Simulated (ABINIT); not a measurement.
# TlH3 (Pm-3m): zone-centre phonons, part 4 of 4

Aim: the zone-centre modes of TlH3 (Pm-3m).

ABINIT 10.8.3; DFT LDA, scalar-relativistic, plane waves, HGH norm-conserving pseudopotentials.

So far. Step 7 (Linear response at Γ): The acoustic modes at Γ come out as far as 0.3 cm⁻¹ from zero, where they should vanish, a small numerical error. Step 8 (Zone-centre analysis): The rule moves no optical mode by more than 0.1 cm⁻¹. The relaxed cell has a = 3.736 Å (conventional setting).

The structure was built from a prototype and need not be the compound's stable phase.

## 9. Sum rules set otherwise (asr 0)

Without the rule the raw error of the acoustic modes shows.

anaddb.abi

```
ddb_filepath "gamma_DDB"
output_file "anaddb.abo"
outdata_prefix "anaddb"
asr 0
chneut 0
enunit 2
eivec 1
nph1l 1
qph1l 0.0 0.0 0.0 1.0
```

mrgddb.in

```
gamma_DDB
merged
2
dfpt_gammao_DDB
gso_DDB
```

Started as:

```
$ mrgddb < mrgddb.in > mrgddb.log
$ OMP_NUM_THREADS=1 anaddb anaddb.abi > anaddb.log
```

anaddb.abo, the main output file:

```text
-outvars_anaddb: echo values of input variables ----------------------

 Miscellaneous information :
      enunit         2
       eivec         1
      chneut         0
 First list of wavevector (reduced coord.) :
       nph1l         1
       qph1l
                     0.00000000E+00  0.00000000E+00  0.00000000E+00    1.000E+00

================================================================================

 read the DDB information and perform some checks

  ==== Info on the Cryst% object ====
 Real(R)+Recip(G) space primitive vectors, cartesian coordinates (Bohr,Bohr^-1):
 R(1)=  7.0598073  0.0000000  0.0000000  G(1)=  0.1416469  0.0000000  0.0000000
 R(2)=  0.0000000  7.0598073  0.0000000  G(2)=  0.0000000  0.1416469  0.0000000
 R(3)=  0.0000000  0.0000000  7.0598073  G(3)=  0.0000000  0.0000000  0.1416469
 Unit cell volume ucvol=  3.5186701E+02 bohr^3
 Angles (23,13,12)=  9.00000000E+01  9.00000000E+01  9.00000000E+01 degrees
 Time-reversal symmetry is present
 Reduced atomic positions [iatom, xred, symbol]:
    1)    0.0000000  0.0000000  0.0000000  Tl
    2)    0.5000000  0.0000000  0.0000000   H
    3)    0.0000000  0.5000000  0.0000000   H
    4)    0.0000000  0.0000000  0.5000000   H

 DDB file with 3 blocks has been read.

================================================================================

 Treat the first list of vectors

  Phonon wavevector (reduced coordinates) :  0.00000  0.00000  0.00000
 Phonon energies in Hartree :
  -1.206361E-06 -1.206360E-06 -1.206355E-06  8.257210E-04  8.257210E-04
   8.257210E-04  1.707730E-03  1.707730E-03  1.707730E-03  6.820584E-03
   6.820584E-03  6.820584E-03
 Phonon energies in meV     :
- -3.282676E-02 -3.282672E-02 -3.282660E-02  2.246901E+01  2.246901E+01
-  2.246901E+01  4.646969E+01  4.646969E+01  4.646969E+01  1.855975E+02
-  1.855975E+02  1.855975E+02
 Phonon frequencies in cm-1    :
- -2.647657E-01 -2.647654E-01 -2.647644E-01  1.812248E+02  1.812248E+02
-  1.812248E+02  3.748033E+02  3.748033E+02  3.748033E+02  1.496945E+03
-  1.496945E+03  1.496945E+03
 Phonon frequencies in Thz     :
- -7.937476E-03 -7.937466E-03 -7.937436E-03  5.432983E+00  5.432983E+00
-  5.432983E+00  1.123632E+01  1.123632E+01  1.123632E+01  4.487729E+01
-  4.487729E+01  4.487729E+01
 Phonon energies in Kelvin  :
- -3.809388E-01 -3.809383E-01 -3.809369E-01  2.607421E+02  2.607421E+02
-  2.607421E+02  5.392584E+02  5.392584E+02  5.392584E+02  2.153770E+03
-  2.153770E+03  2.153770E+03

 Eigendisplacements
 (will be given, for each mode : in cartesian coordinates
   for each atom the real part of the displacement vector,
   then the imaginary part of the displacement vector - absolute values smaller than 1.0d-7 are set to zero)
  Mode number    1   Energy   -1.206361E-06
 Attention : low frequency mode.
   (Could be unstable or acoustic mode)
-  1  0.00000000E+00  0.00000000E+00 -1.62632768E-03
-     0.00000000E+00  0.00000000E+00  0.00000000E+00
-  2  0.00000000E+00  0.00000000E+00 -1.62634768E-03
-     0.00000000E+00  0.00000000E+00  0.00000000E+00
-  3  0.00000000E+00  0.00000000E+00 -1.62634768E-03
-     0.00000000E+00  0.00000000E+00  0.00000000E+00
-  4  0.00000000E+00  0.00000000E+00 -1.62633698E-03
-     0.00000000E+00  0.00000000E+00  0.00000000E+00
  Mode number    2   Energy   -1.206360E-06
 Attention : low frequency mode.
   (Could be unstable or acoustic mode)
-  1  0.00000000E+00  1.62632768E-03  0.00000000E+00
-     0.00000000E+00  0.00000000E+00  0.00000000E+00
-  2  0.00000000E+00  1.62634767E-03  0.00000000E+00
-     0.00000000E+00  0.00000000E+00  0.00000000E+00
-  3  0.00000000E+00  1.62633698E-03  0.00000000E+00
-     0.00000000E+00  0.00000000E+00  0.00000000E+00
-  4  0.00000000E+00  1.62634767E-03  0.00000000E+00
-     0.00000000E+00  0.00000000E+00  0.00000000E+00
  Mode number    3   Energy   -1.206355E-06
 Attention : low frequency mode.
   (Could be unstable or acoustic mode)
-  1  1.62632768E-03  0.00000000E+00  0.00000000E+00
-     0.00000000E+00  0.00000000E+00  0.00000000E+00
-  2  1.62633698E-03  0.00000000E+00  0.00000000E+00
-     0.00000000E+00  0.00000000E+00  0.00000000E+00
-  3  1.62634767E-03  0.00000000E+00  0.00000000E+00
-     0.00000000E+00  0.00000000E+00  0.00000000E+00
-  4  1.62634767E-03  0.00000000E+00  0.00000000E+00
-     0.00000000E+00  0.00000000E+00  0.00000000E+00
  Mode number    4   Energy    8.257210E-04
-  1  0.00000000E+00  0.00000000E+00  1.87081532E-04
-     0.00000000E+00  0.00000000E+00  0.00000000E+00
-  2  0.00000000E+00 -1.12593006E-06 -1.57400814E-02
-     0.00000000E+00  0.00000000E+00  0.00000000E+00
-  3  0.00000000E+00 -4.61711145E-07 -1.57400814E-02
-     0.00000000E+00  0.00000000E+00  0.00000000E+00
-  4  0.00000000E+00 -1.12593006E-06 -6.45454926E-03
-     0.00000000E+00  0.00000000E+00  0.00000000E+00
  Mode number    5   Energy    8.257210E-04
-  1  0.00000000E+00 -1.87081532E-04  0.00000000E+00
-     0.00000000E+00  0.00000000E+00  0.00000000E+00
-  2 -1.57819029E-07  1.57400814E-02 -1.12592992E-06
-     0.00000000E+00  0.00000000E+00  0.00000000E+00
-  3 -3.84857914E-07  6.45454925E-03 -1.12592992E-06
-     0.00000000E+00  0.00000000E+00  0.00000000E+00
-  4 -3.84857914E-07  1.57400814E-02 -4.61711090E-07
-     0.00000000E+00  0.00000000E+00  0.00000000E+00
  Mode number    6   Energy    8.257210E-04
-  1  1.87081533E-04  0.00000000E+00  0.00000000E+00
-     0.00000000E+00  0.00000000E+00  0.00000000E+00
-  2 -6.45454927E-03 -3.84857523E-07  0.00000000E+00
-     0.00000000E+00  0.00000000E+00  0.00000000E+00
-  3 -1.57400814E-02 -1.57818869E-07  0.00000000E+00
-     0.00000000E+00  0.00000000E+00  0.00000000E+00
-  4 -1.57400814E-02 -3.84857523E-07  0.00000000E+00
-     0.00000000E+00  0.00000000E+00  0.00000000E+00
  Mode number    7   Energy    1.707730E-03
-  1  0.00000000E+00  0.00000000E+00  0.00000000E+00
-     0.00000000E+00  0.00000000E+00  0.00000000E+00
-  2  0.00000000E+00  2.47540538E-06 -1.64963402E-02
-     0.00000000E+00  0.00000000E+00  0.00000000E+00
-  3 -9.11509087E-07  0.00000000E+00  1.64963402E-02
-     0.00000000E+00  0.00000000E+00  0.00000000E+00
-  4  9.11509087E-07 -2.47540538E-06  0.00000000E+00
-     0.00000000E+00  0.00000000E+00  0.00000000E+00
  Mode number    8   Energy    1.707730E-03
-  1  0.00000000E+00  0.00000000E+00  0.00000000E+00
-     0.00000000E+00  0.00000000E+00  0.00000000E+00
-  2  0.00000000E+00  1.64963398E-02  2.47562846E-06
-     0.00000000E+00  0.00000000E+00  0.00000000E+00
-  3 -4.03852964E-06  0.00000000E+00 -2.47562846E-06
-     0.00000000E+00  0.00000000E+00  0.00000000E+00
-  4  4.03852964E-06 -1.64963398E-02  0.00000000E+00
-     0.00000000E+00  0.00000000E+00  0.00000000E+00
  Mode number    9   Energy    1.707730E-03
-  1  0.00000000E+00  0.00000000E+00  0.00000000E+00
-     0.00000000E+00  0.00000000E+00  0.00000000E+00
-  2  0.00000000E+00  4.03866638E-06 -9.10903036E-07
-     0.00000000E+00  0.00000000E+00  0.00000000E+00
-  3  1.64963399E-02  0.00000000E+00  9.10903036E-07
-     0.00000000E+00  0.00000000E+00  0.00000000E+00
-  4 -1.64963399E-02 -4.03866638E-06  0.00000000E+00
-     0.00000000E+00  0.00000000E+00  0.00000000E+00
  Mode number   10   Energy    6.820584E-03
-  1  0.00000000E+00  0.00000000E+00  6.42868842E-05
-     0.00000000E+00  0.00000000E+00  0.00000000E+00
-  2  0.00000000E+00  0.00000000E+00  4.66198221E-03
-     0.00000000E+00  0.00000000E+00  0.00000000E+00
-  3  0.00000000E+00  0.00000000E+00  4.66198221E-03
-     0.00000000E+00  0.00000000E+00  0.00000000E+00
-  4  0.00000000E+00  0.00000000E+00 -2.23596136E-02
-     0.00000000E+00  0.00000000E+00  0.00000000E+00
  Mode number   11   Energy    6.820584E-03
-  1  0.00000000E+00 -6.42868842E-05  0.00000000E+00
-     0.00000000E+00  0.00000000E+00  0.00000000E+00
-  2  0.00000000E+00 -4.66198221E-03  0.00000000E+00
-     0.00000000E+00  0.00000000E+00  0.00000000E+00
-  3  0.00000000E+00  2.23596136E-02  0.00000000E+00
-     0.00000000E+00  0.00000000E+00  0.00000000E+00
-  4  0.00000000E+00 -4.66198221E-03  0.00000000E+00
-     0.00000000E+00  0.00000000E+00  0.00000000E+00
  Mode number   12   Energy    6.820584E-03
-  1  6.42868842E-05  0.00000000E+00  0.00000000E+00
-     0.00000000E+00  0.00000000E+00  0.00000000E+00
-  2 -2.23596136E-02  0.00000000E+00  0.00000000E+00
-     0.00000000E+00  0.00000000E+00  0.00000000E+00
-  3  4.66198221E-03  0.00000000E+00  0.00000000E+00
-     0.00000000E+00  0.00000000E+00  0.00000000E+00
-  4  4.66198221E-03  0.00000000E+00  0.00000000E+00
-     0.00000000E+00  0.00000000E+00  0.00000000E+00

 Analysis of degeneracies and characters (maximum tolerance=1.00E-06 a.u.)
 For each vibration mode, or group of modes if degenerate,
 the characters are given for each symmetry operation (see the list in the log file).
 Symmetry characters of vibration mode #   1
       degenerate with vibration modes #   2 to    3
  3.0 -3.0 -1.0  1.0 -1.0  1.0 -1.0  1.0  1.0 -1.0 -1.0  1.0  1.0 -1.0 -1.0  1.0
  0.0 -0.0  0.0 -0.0 -0.0  0.0 -0.0  0.0  1.0 -1.0 -1.0  1.0 -1.0  1.0  1.0 -1.0
  0.0 -0.0 -0.0  0.0 -0.0  0.0  0.0 -0.0  1.0 -1.0  1.0 -1.0 -1.0  1.0 -1.0  1.0
 Symmetry characters of vibration mode #   4
       degenerate with vibration modes #   5 to    6
  3.0 -3.0 -1.0  1.0 -1.0  1.0 -1.0  1.0  1.0 -1.0 -1.0  1.0  1.0 -1.0 -1.0  1.0
  0.0 -0.0  0.0 -0.0 -0.0  0.0 -0.0  0.0  1.0 -1.0 -1.0  1.0 -1.0  1.0  1.0 -1.0
  0.0 -0.0 -0.0  0.0 -0.0  0.0  0.0 -0.0  1.0 -1.0  1.0 -1.0 -1.0  1.0 -1.0  1.0
 Symmetry characters of vibration mode #   7
       degenerate with vibration modes #   8 to    9
  3.0 -3.0 -1.0  1.0 -1.0  1.0 -1.0  1.0 -1.0  1.0  1.0 -1.0 -1.0  1.0  1.0 -1.0
  0.0 -0.0 -0.0  0.0  0.0 -0.0 -0.0  0.0 -1.0  1.0  1.0 -1.0  1.0 -1.0 -1.0  1.0
  0.0 -0.0  0.0 -0.0 -0.0  0.0 -0.0  0.0 -1.0  1.0 -1.0  1.0  1.0 -1.0  1.0 -1.0
 Symmetry characters of vibration mode #  10
       degenerate with vibration modes #  11 to   12
  3.0 -3.0 -1.0  1.0 -1.0  1.0 -1.0  1.0  1.0 -1.0 -1.0  1.0  1.0 -1.0 -1.0  1.0
 -0.0  0.0  0.0 -0.0  0.0 -0.0 -0.0  0.0  1.0 -1.0 -1.0  1.0 -1.0  1.0  1.0 -1.0
 -0.0  0.0  0.0 -0.0 -0.0  0.0  0.0 -0.0  1.0 -1.0  1.0 -1.0 -1.0  1.0 -1.0  1.0
-
```

It took 0.54 s on 1 thread of Arm Neoverse N1, shared host.

Zone-centre frequencies as printed; negative means imaginary. Modes:

```tsv
mode	frequency (cm⁻¹)
1	-0.26
2	-0.26
3	-0.26
4	181.2
5	181.2
6	181.2
7	374.8
8	374.8
9	374.8
10	1497
11	1497
12	1497
```

## 10. Summary of results

```json
{
  "space group after relaxation": "Pm-3m",
  "volume per atom": "13.0 Å³",
  "highest optical zone-centre mode (no LO-TO term)": "1497 cm⁻¹",
  "lowest optical zone-centre mode": "181.2 cm⁻¹",
  "imaginary optical modes at the zone centre (no q mesh in this session)": "none"
}
```

In words: At the LDA level the optical modes of TlH3 (Pm-3m) at the zone centre run from 181 to 1497 cm⁻¹. The base run prints -0.54 GPa, mostly the error of a finite basis; the relaxation, with a smoothed and higher cutoff, had brought the cell to rest. These are harmonic frequencies at zero temperature: anharmonic shifts and linewidths and thermal expansion are left out. Spin-orbit coupling is left out, which can matter for the heavy elements here. The HGH files keep few electrons and have no core correction, which is cheap but rough for Tl. In a metal the frequencies hang on the k mesh and the smearing, most of all near Kohn anomalies. The structure is a hypothetical one, built on a prototype.

[Host names and launcher messages were left out of these logs when they were recorded.]

[Logs are printed without paths, hosts, clocks, repeated set-up lines and the standing remarks that a program may print on its own settings, such as how far it seeks lower states.]

[Hosts, paths, dates, database ids (printed as entryN), source tags and the programs' standing remarks are cut or masked in the printed files.]
